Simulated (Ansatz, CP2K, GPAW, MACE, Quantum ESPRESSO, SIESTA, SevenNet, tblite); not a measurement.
**(5,5) carbon nanotube bundle (80 atoms) in CP2K**

How do the settings of CP2K change the result for (5,5) carbon nanotube bundle (80 atoms)? A plane-wave run serves as the yardstick.

Program: CP2K 2026.2. Level of theory: the method is named at each step. Results are calculated unless marked as measured.

### 1. Set-up

The cell holds 80 atoms: 80 C. Cell: a = 10.081 Å, b = 10.081 Å, c = 9.721 Å, α = 90.0°, β = 90.0°, γ = 120.0°. It derives from C (graphene). Graphene sheet (a = 2.46 Å) rolled into a (5,5) tube of diameter 6.78 Å, 4 periods, hexagonal bundle with 3.3 Å between walls; minimised with a classical potential (one cell length free). Then every atom was moved at random, 0.02 Å r.m.s. a Cartesian component. The structure's axis is c.

The yardstick, on the same geometry:

```
method                 : Kohn-Sham DFT, PBE, PAW, plane waves (Ansatz 0.2.0); cutoff 420 eV, Γ point, fermi-dirac smearing of 0.05 eV; PAW set soft_2
r.m.s. force component : 1.372 eV/Å
longest force          : 5.526 eV/Å
pressure               : 11.12 GPa
SCF cycles             : 9
time                   : 4.8 s on 8 threads of Arm Neoverse V2, shared host
CPU time               : 33 s
```

### 2. PBE, DZVP-MOLOPT-SR, 450/50 Ry, diagonalisation

Method: Kohn-Sham DFT, PBE, GTH-PBE pseudopotentials, Gaussian and plane waves, DZVP-MOLOPT-SR-GTH, diagonalisation.

input.inp

```
&GLOBAL
  PROJECT cell
  RUN_TYPE ENERGY_FORCE
  PRINT_LEVEL LOW
&END GLOBAL
&FORCE_EVAL
  METHOD QS
  STRESS_TENSOR ANALYTICAL
  &DFT
    BASIS_SET_FILE_NAME BASIS_MOLOPT
    POTENTIAL_FILE_NAME GTH_POTENTIALS
    &MGRID
      CUTOFF 450
      REL_CUTOFF 50
    &END MGRID
    &QS
      EPS_DEFAULT 1.0E-12
    &END QS
    &SCF
      SCF_GUESS ATOMIC
      EPS_SCF 1.0E-06
      MAX_SCF 200
      ADDED_MOS 36
      &DIAGONALIZATION
        ALGORITHM STANDARD
      &END DIAGONALIZATION
      &SMEAR ON
        METHOD FERMI_DIRAC
        ELECTRONIC_TEMPERATURE [K] 580
      &END SMEAR
      &MIXING
        METHOD BROYDEN_MIXING
        ALPHA 0.15
        NBROYDEN 8
      &END MIXING
      &PRINT
        &RESTART OFF
        &END RESTART
      &END PRINT
    &END SCF
    &XC
      &XC_FUNCTIONAL PBE
      &END XC_FUNCTIONAL
    &END XC
    &PRINT
      &MULLIKEN ON
      &END MULLIKEN
      &LOWDIN ON
      &END LOWDIN
      &MO ON
        EIGENVALUES T
        OCCUPATION_NUMBERS T
        MO_INDEX_RANGE 149 172
        &EACH
          QS_SCF 0
        &END EACH
        ADD_LAST NUMERIC
      &END MO
    &END PRINT
  &END DFT
  &SUBSYS
    &CELL
      A 10.08135 0.00000 0.00000
      B -5.04067 8.73070 0.00000
      C 0.00000 0.00000 9.72051
    &END CELL
    &COORD
      C 3.36500 0.70064 1.27572
      C 3.12663 1.39307 0.05998
      C 2.26427 2.51252 0.03908
      C 1.68863 2.91483 1.28330
      C 0.36510 3.33958 1.29594
      C -0.36227 3.39354 2.49224
      C 8.36808 2.91317 0.08068
      C 7.82908 2.52038 1.25570
      C 6.94338 1.40625 1.30459
      C 6.76539 0.71854 2.47688
      C 1.69856 8.05835 0.09108
      C 1.94586 7.34243 1.26726
      C 2.75055 6.22770 1.27591
      C 3.33103 5.82626 2.50566
      C 4.68012 5.39514 2.50935
      C 5.45104 5.34782 1.31519
      C 6.71635 5.79815 1.26328
      C -2.73875 6.24533 2.47474
      C -1.91288 7.30105 2.50274
      C -1.73807 8.00020 1.26736
      C 3.33794 0.68920 3.72451
      C 3.15062 1.36112 2.48320
      C 2.24708 2.46372 2.48826
      C 1.69110 2.93535 3.69302
      C 0.37815 3.34037 3.67426
      C -0.34337 3.35154 4.92023
      C 8.40316 2.89239 2.50954
      C 7.80660 2.46904 3.68543
      C 6.99782 1.35509 3.71596
      C 6.75541 0.68222 4.91615
      C 1.68944 8.01234 2.51236
      C 1.95120 7.35850 3.71673
      C 2.79818 6.23756 3.69564
      C 3.37443 5.81168 4.90837
      C 4.67735 5.37322 4.90730
      C 5.38662 5.37069 3.70769
      C 6.70813 5.81604 3.70031
      C -2.78119 6.21739 4.94142
      C -1.92982 7.37229 4.92966
      C -1.71241 8.04953 3.73899
      C 3.31555 0.68798 6.12693
      C 3.10848 1.34138 4.94356
      C 2.24406 2.50091 4.94074
      C 1.71595 2.92513 6.13082
      C 0.35164 3.36795 6.12120
      C -0.34765 3.36595 7.35318
      C 8.39051 2.91693 4.93141
      C 7.78452 2.51112 6.14881
      C 6.98179 1.39822 6.12450
      C 6.75803 0.70387 7.35843
      C 1.69332 8.00247 4.92392
      C 1.93099 7.36295 6.12878
      C 2.77298 6.20788 6.14764
      C 3.32997 5.82023 7.36329
      C 4.70346 5.37270 7.36591
      C 5.39428 5.36545 6.13384
[... 20 atom lines left out ...]
      C 6.72270 5.81404 8.59604
      C -2.74364 6.24647 0.05871
      C -1.92967 7.34880 0.08350
      C -1.72239 8.02002 8.57689
    &END COORD
    &KIND C
      BASIS_SET DZVP-MOLOPT-SR-GTH-q4
      POTENTIAL GTH-PBE-q4
    &END KIND
  &END SUBSYS
  &PRINT
    &FORCES ON
    &END FORCES
    &STRESS_TENSOR ON
    &END STRESS_TENSOR
  &END PRINT
&END FORCE_EVAL
```

On the command line:

```sh
$ OMP_NUM_THREADS=2 cp2k.psmp -i input.inp > output.txt
```

Numbers of over 12 decimals in the logs are rounded to 6 here.

What it wrote:

```text
CP2K| version string:                                       CP2K version 2026.2
 CP2K| Input file name                                                 input.inp
 GLOBAL| Basis set file name                                        BASIS_MOLOPT
 GLOBAL| Potential file name                                      GTH_POTENTIALS
 GLOBAL| Run type                                                   ENERGY_FORCE
 GLOBAL| Total number of message passing processes                             1
 GLOBAL| Number of threads for this process                                    2
 TOTAL NUMBERS AND MAXIMUM NUMBERS
  Total number of            - Atomic kinds:                                   1
                             - Atoms:                                         80
                             - Shell sets:                                    80
                             - Shells:                                       400
                             - Primitive Cartesian functions:                400
                             - Cartesian basis functions:                   1120
                             - Spherical basis functions:                   1040
  Maximum angular momentum of- Orbital basis functions:                        2
                             - Local part of the GTH pseudopotential:          2
                             - Non-local part of the GTH pseudopotential:      0
 SCF PARAMETERS         Density guess:                                    ATOMIC
                        max_scf:                                             200
                        eps_scf:                                        1.00E-06
                        added MOs                                        36    0
                        Mixing method:                            BROYDEN_MIXING
                                                charge density mixing in g-space
                        Smear method:                                FERMI_DIRAC
                        Electronic temperature [K]:                        580.0
                        Electronic temperature [a.u.]:                  1.84E-03
                        Accuracy threshold:                             1.00E-10
 Extrapolation method: initial_guess
 Number of electrons:                                                        320
 Number of occupied orbitals:                                                160
 Number of molecular orbitals:                                               196
 Number of orbital functions:                                               1040
 Number of independent orbital functions:                                   1040
 SCF WAVEFUNCTION OPTIMIZATION
  Step     Update method      Time    Convergence         Total energy    Change
     1 NoMix/Diag. 0.15E+00    4.4     0.92616044      -453.4987358824 -4.53E+02
     2 Broy./Diag. 0.15E+00    7.4     0.01386081      -432.9581962858  2.05E+01
     3 Broy./Diag. 0.15E+00    7.5     0.05391462      -449.9898581124 -1.70E+01
     4 Broy./Diag. 0.15E+00    7.6     0.01080245      -456.9849502308 -7.00E+00
     5 Broy./Diag. 0.15E+00    7.5     0.01699450      -456.1063236146  8.79E-01
     6 Broy./Diag. 0.15E+00    7.6     0.00716273      -455.4659623944  6.40E-01
     7 Broy./Diag. 0.15E+00    7.6     0.00282364      -455.1620289676  3.04E-01
[...]
16 Broy./Diag. 0.15E+00    7.8     0.00000167      -455.0298959218 -2.20E-05
    17 Broy./Diag. 0.15E+00    7.6     0.00000157      -455.0298298548  6.61E-05
    18 Broy./Diag. 0.15E+00    7.5     0.00000016      -455.0298144678  1.54E-05
  *** SCF run converged in    18 steps ***
  Electronic density on regular grids:       -319.9999999998        0.0000000002
  Core density on regular grids:              319.9999999997       -0.0000000003
  Total charge density on r-space grids:       -0.0000000001
  Total charge density g-space grids:          -0.0000000001
  Overlap energy of the core charge distribution:               2.4589e-05
  Self energy of the core charge distribution:              -1066.800634
  Core Hamiltonian energy:                                    339.148000
  Hartree energy:                                             413.728399
  Exchange-correlation energy:                               -141.105603
  Electronic entropic energy:                                  -3.64922e-07
  Fermi energy:                                                 0.148824
  Total energy:                                              -455.029814
  Total energy (extrapolated to T->0):                       -455.029814
 MO| EIGENVALUES AND OCCUPATION NUMBERS
 MO|
 MO|  Index      Eigenvalue [a.u.]        Eigenvalue [eV]             Occupation
 MO|    149               0.051027               1.388522               2.000000
 MO|    150               0.052482               1.428121               2.000000
 MO|    151               0.054904               1.494015               2.000000
 MO|    152               0.055202               1.502135               2.000000
 MO|    153               0.058819               1.600539               2.000000
 MO|    154               0.067534               1.837686               2.000000
[...]
MO|    170               0.230790               6.280119               0.000000
 MO|    171               0.235176               6.399463               0.000000
 MO|    172               0.238076               6.478368               0.000000
 MO| Sum:                                                             320.000000
 MO| E(Fermi):            0.148824 a.u.          4.049719 eV
 !-----------------------------------------------------------------------------!
                     Mulliken Population Analysis
 #  Atom  Element  Kind  Atomic population                           Net charge
       1     C        1          4.006767                             -0.006767
       2     C        1          4.000379                             -0.000379
       3     C        1          4.002003                             -0.002003
       4     C        1          4.005794                             -0.005794
       5     C        1          3.989635                              0.010365
       6     C        1          4.014027                             -0.014027
[...]
# Total charge                            320.000000                  0.000000
 !-----------------------------------------------------------------------------!
 LOWDIN POPULATION ANALYSIS
 #  Atom  Element  Kind  Atomic population                           Net charge
[...]
78     C        1          4.001677                             -0.001677
      79     C        1          4.024257                             -0.024257
      80     C        1          3.991434                              0.008566
 # Total charge                            320.000000                  0.000000
 ENERGY| Total FORCE_EVAL ( QS ) energy [hartree]           -455.029820
 FORCES| Atomic forces [hartree/bohr]
 FORCES|   Atom     x               y               z               |f|
 FORCES|      1 -1.25111513E-04 -2.84331354E-04 -7.79801574E-03   7.80420058E-03
 FORCES|      2  6.16325480E-03 -1.51673149E-02  7.82905515E-03   1.81473760E-02
 FORCES|      3  1.27336461E-02 -5.86307178E-04  3.31383024E-02   3.55054445E-02
 FORCES|      4  1.94818694E-02 -9.42401700E-03 -1.23521648E-02   2.49184932E-02
 FORCES|      5 -3.01687621E-02  1.70998092E-02 -2.71051885E-02   4.40141900E-02
 FORCES|      6  1.37484082E-02 -6.60042266E-03  4.32939376E-03   1.58533264E-02
[...]
FORCES|     78 -4.31125851E-02 -5.24271587E-02  9.42513095E-03   6.85283522E-02
 FORCES|     79  1.50285776E-02  1.21644681E-02 -3.40304070E-02   3.91395073E-02
 FORCES|     80  4.29002771E-03 -1.88822072E-02 -4.77616557E-03   1.99437670E-02
 FORCES| Sum     1.26120143E-04  1.88977169E-04 -9.30994062E-05
 FORCES| Total atomic force                                       2.45532401E-04
 STRESS| Analytical stress tensor [bar]
 STRESS|                        x                   y                   z
 STRESS|      x        1.00093097462E+05   1.09715232275E+04   1.51746330675E+02
 STRESS|      y        1.09715232275E+04   1.20373939831E+05  -8.49091652856E+02
 STRESS|      z        1.51746330675E+02  -8.49091652856E+02   1.34875791042E+05
 STRESS| 1/3 Trace                                             1.18447609445E+05
```

Wall time 2.6 min (2 threads of Arm Neoverse V2, shared host); peak memory 1.8 GiB.

Banners, paths, timers and routine set-up lines are dropped from the logs unmarked, and long logs keep their key lines alone; longer cuts are marked.

Compared with the plane-wave run:

* r.m.s. force component: 1.395 eV/Å
* r.m.s. difference of force components: 30.05 meV/Å
* longest difference of force vectors: 106.6 meV/Å
* force difference over r.m.s. force: 2.191 %
* slope of forces against the reference's: 1.017
* correlation of force components: 0.9999
* pressure: 11.84 GPa
* pressure difference: 0.7289 GPa

The surroundings of C16, which bears the longest force, nearest first, numbered as they follow in the input and with coordinates relative to it.

```tsv
atom	x	y	z	distance (Å)	bonds	Mulliken charge (e)	Fx	Fy	Fz (eV/Å)
C16	0.00	0.00	0.00	0.00	3	-0.01	-5.10	-0.42	-2.31
C17	1.27	0.45	-0.05	1.34	3	0.00	4.12	1.54	0.55
C15	-0.77	0.05	1.19	1.42	3	0.01	0.65	-0.79	-0.83
C75	-0.79	0.04	-1.27	1.50	3	0.01	3.15	-0.80	1.13
C18	1.89	0.90	1.16	2.39	3	0.01	-3.06	-3.54	1.04
C36	-0.06	0.02	2.39	2.39	3	0.00	-0.27	-0.21	-0.12
C78	1.89	0.90	-1.26	2.44	3	0.00	-2.22	-2.70	0.48
C14	-2.12	0.48	1.19	2.48	3	0.00	0.54	-0.57	-1.62
C74	-2.11	0.47	-1.23	2.49	3	0.00	-0.85	0.01	-2.08
C76	-0.03	0.05	-2.51	2.51	3	0.00	-2.58	-0.89	3.58
```

Forces lie 2.2 % from the reference's, at 9.0 times its CPU time (on 2 against 8 cores).

### 3. GFN1-xTB, diagonalisation

Method: GFN1-xTB tight binding (the program's own implementation), diagonalisation.

input.inp

```
&GLOBAL
  PROJECT cell
  RUN_TYPE ENERGY_FORCE
  PRINT_LEVEL LOW
&END GLOBAL
&FORCE_EVAL
  METHOD QS
  STRESS_TENSOR ANALYTICAL
  &DFT
    &QS
      METHOD XTB
      &XTB
        GFN_TYPE 1
        DO_EWALD T
        CHECK_ATOMIC_CHARGES F
      &END XTB
    &END QS
    &SCF
      SCF_GUESS ATOMIC
      EPS_SCF 1.0E-06
      MAX_SCF 200
      ADDED_MOS 60
      &DIAGONALIZATION
        ALGORITHM STANDARD
      &END DIAGONALIZATION
      &SMEAR ON
        METHOD FERMI_DIRAC
        ELECTRONIC_TEMPERATURE [K] 580
      &END SMEAR
      &MIXING
        METHOD BROYDEN_MIXING
        ALPHA 0.15
        NBROYDEN 8
      &END MIXING
      &PRINT
        &RESTART OFF
        &END RESTART
      &END PRINT
    &END SCF
    &PRINT
      &MULLIKEN ON
      &END MULLIKEN
    &END PRINT
  &END DFT
  &SUBSYS
    &CELL
      A 10.08135 0.00000 0.00000
      B -5.04067 8.73070 0.00000
      C 0.00000 0.00000 9.72051
    &END CELL
    &COORD
      SCALED
      C 0.37391 0.08025 0.13124
      C 0.38992 0.15956 0.00617
      C 0.36849 0.28778 0.00402
      C 0.33443 0.33386 0.13202
      C 0.22747 0.38251 0.13332
      C 0.15841 0.38869 0.25639
      C 0.99689 0.33367 0.00830
      C 0.92093 0.28868 0.12918
      C 0.76927 0.16107 0.13421
      C 0.71223 0.08230 0.25481
      C 0.62998 0.92299 0.00937
      C 0.61351 0.84099 0.13037
      C 0.62949 0.71331 0.13126
      C 0.66408 0.66733 0.25777
      C 0.77321 0.61795 0.25815
      C 0.84697 0.61253 0.13530
      C 0.99827 0.66411 0.12996
      C 0.08600 0.71533 0.25459
      C 0.22838 0.83625 0.25747
      C 0.28576 0.91633 0.13038
[... 56 atom lines left out ...]
      C 0.99981 0.66593 0.88432
      C 0.08558 0.71546 0.00604
      C 0.22945 0.84172 0.00859
      C 0.28845 0.91860 0.88235
    &END COORD
  &END SUBSYS
  &PRINT
    &FORCES ON
    &END FORCES
    &STRESS_TENSOR ON
    &END STRESS_TENSOR
  &END PRINT
&END FORCE_EVAL
```

On the command line:

```sh
$ OMP_NUM_THREADS=1 cp2k.psmp -i input.inp > output.txt
```

What it wrote:

```text
CP2K| version string:                                       CP2K version 2026.2
 CP2K| Input file name                                                 input.inp
 GLOBAL| Basis set file name                                           BASIS_SET
 GLOBAL| Potential file name                                           POTENTIAL
 GLOBAL| Run type                                                   ENERGY_FORCE
 GLOBAL| Total number of message passing processes                             1
 GLOBAL| Number of threads for this process                                    1
[... lines left out ...]
                        Smear method:                                FERMI_DIRAC
[... lines left out ...]
 Number of electrons:                                                        320
[... lines left out ...]
  Step     Update method      Time    Convergence         Total energy    Change
[... lines left out ...]
  *** SCF run converged in    19 steps ***
[... lines left out ...]
  Fermi energy:                                                -0.360143
  Total energy:                                              -169.614241
  Total energy (extrapolated to T->0):                       -169.614241
[... lines left out ...]
      79     C          1                 3.993226                      0.006774
      80     C          1                 4.002122                     -0.002122
 # Total charge                         320.000000                     -0.000000
 ENERGY| Total FORCE_EVAL ( QS ) energy [hartree]           -169.614241
 FORCES| Atomic forces [hartree/bohr]
 FORCES|   Atom     x               y               z               |f|
 FORCES|      1 -2.51083148E-04 -6.45687723E-03 -7.86406494E-03   1.01783016E-02
 FORCES|      2  5.11157409E-03 -1.04090076E-02  8.21349632E-03   1.42104592E-02
 FORCES|      3  1.35328472E-02 -2.75045983E-03  3.25236374E-02   3.53339776E-02
[...]
FORCES|     79  1.45166063E-02  8.90675658E-03 -3.18047216E-02   3.60777284E-02
 FORCES|     80  3.76018484E-03 -1.34161158E-02 -6.62043795E-03   1.54259959E-02
 FORCES| Sum     5.33991254E-15 -5.06539255E-16  5.46784840E-15
 FORCES| Total atomic force                                       7.65954398E-15
 STRESS| Analytical stress tensor [bar]
 STRESS|                        x                   y                   z
 STRESS|      x        7.54781452613E+04   1.13522043700E+04   2.27030972581E+02
 STRESS|      y        1.13522043700E+04   8.34777228740E+04  -1.29536372869E+03
 STRESS|      z        2.27030972581E+02  -1.29536372869E+03   1.10910830009E+05
 STRESS| 1/3 Trace                                             8.99555660481E+04
```

Wall time 2.5 s (1 thread); peak memory 0.21 GiB.

Compared with the plane-wave run:

```yaml
r_m_s_force_component: 1.307 eV/Å
r_m_s_difference_of_force_components: 150.6 meV/Å
longest_difference_of_force_vectors: 436.1 meV/Å
force_difference_over_r_m_s_force: 10.98 %
slope_of_forces_against_the_reference_s: 0.9479
correlation_of_force_components: 0.9948
pressure: 8.996 GPa
pressure_difference: -2.12 GPa
```

Against the first run (2.2 %), the force difference from the reference is 11 %, at 0.0085 times the CPU time (on 1 against 2 cores); the model has changed, so this is no error of the program alone.

(Part 1 of 4 ends here.)

[Also dropped from logs without a mark: logging warnings of Python, and SIESTA's first energy breakdown and zero terms.]

[Logs are printed without paths, hosts, clocks, repeated set-up lines and the standing remarks that a program may print on its own settings, such as how far it seeks lower states.]

[Hosts, paths, dates, database ids (printed as entryN), source tags and the programs' standing remarks are cut or masked in the printed files.]
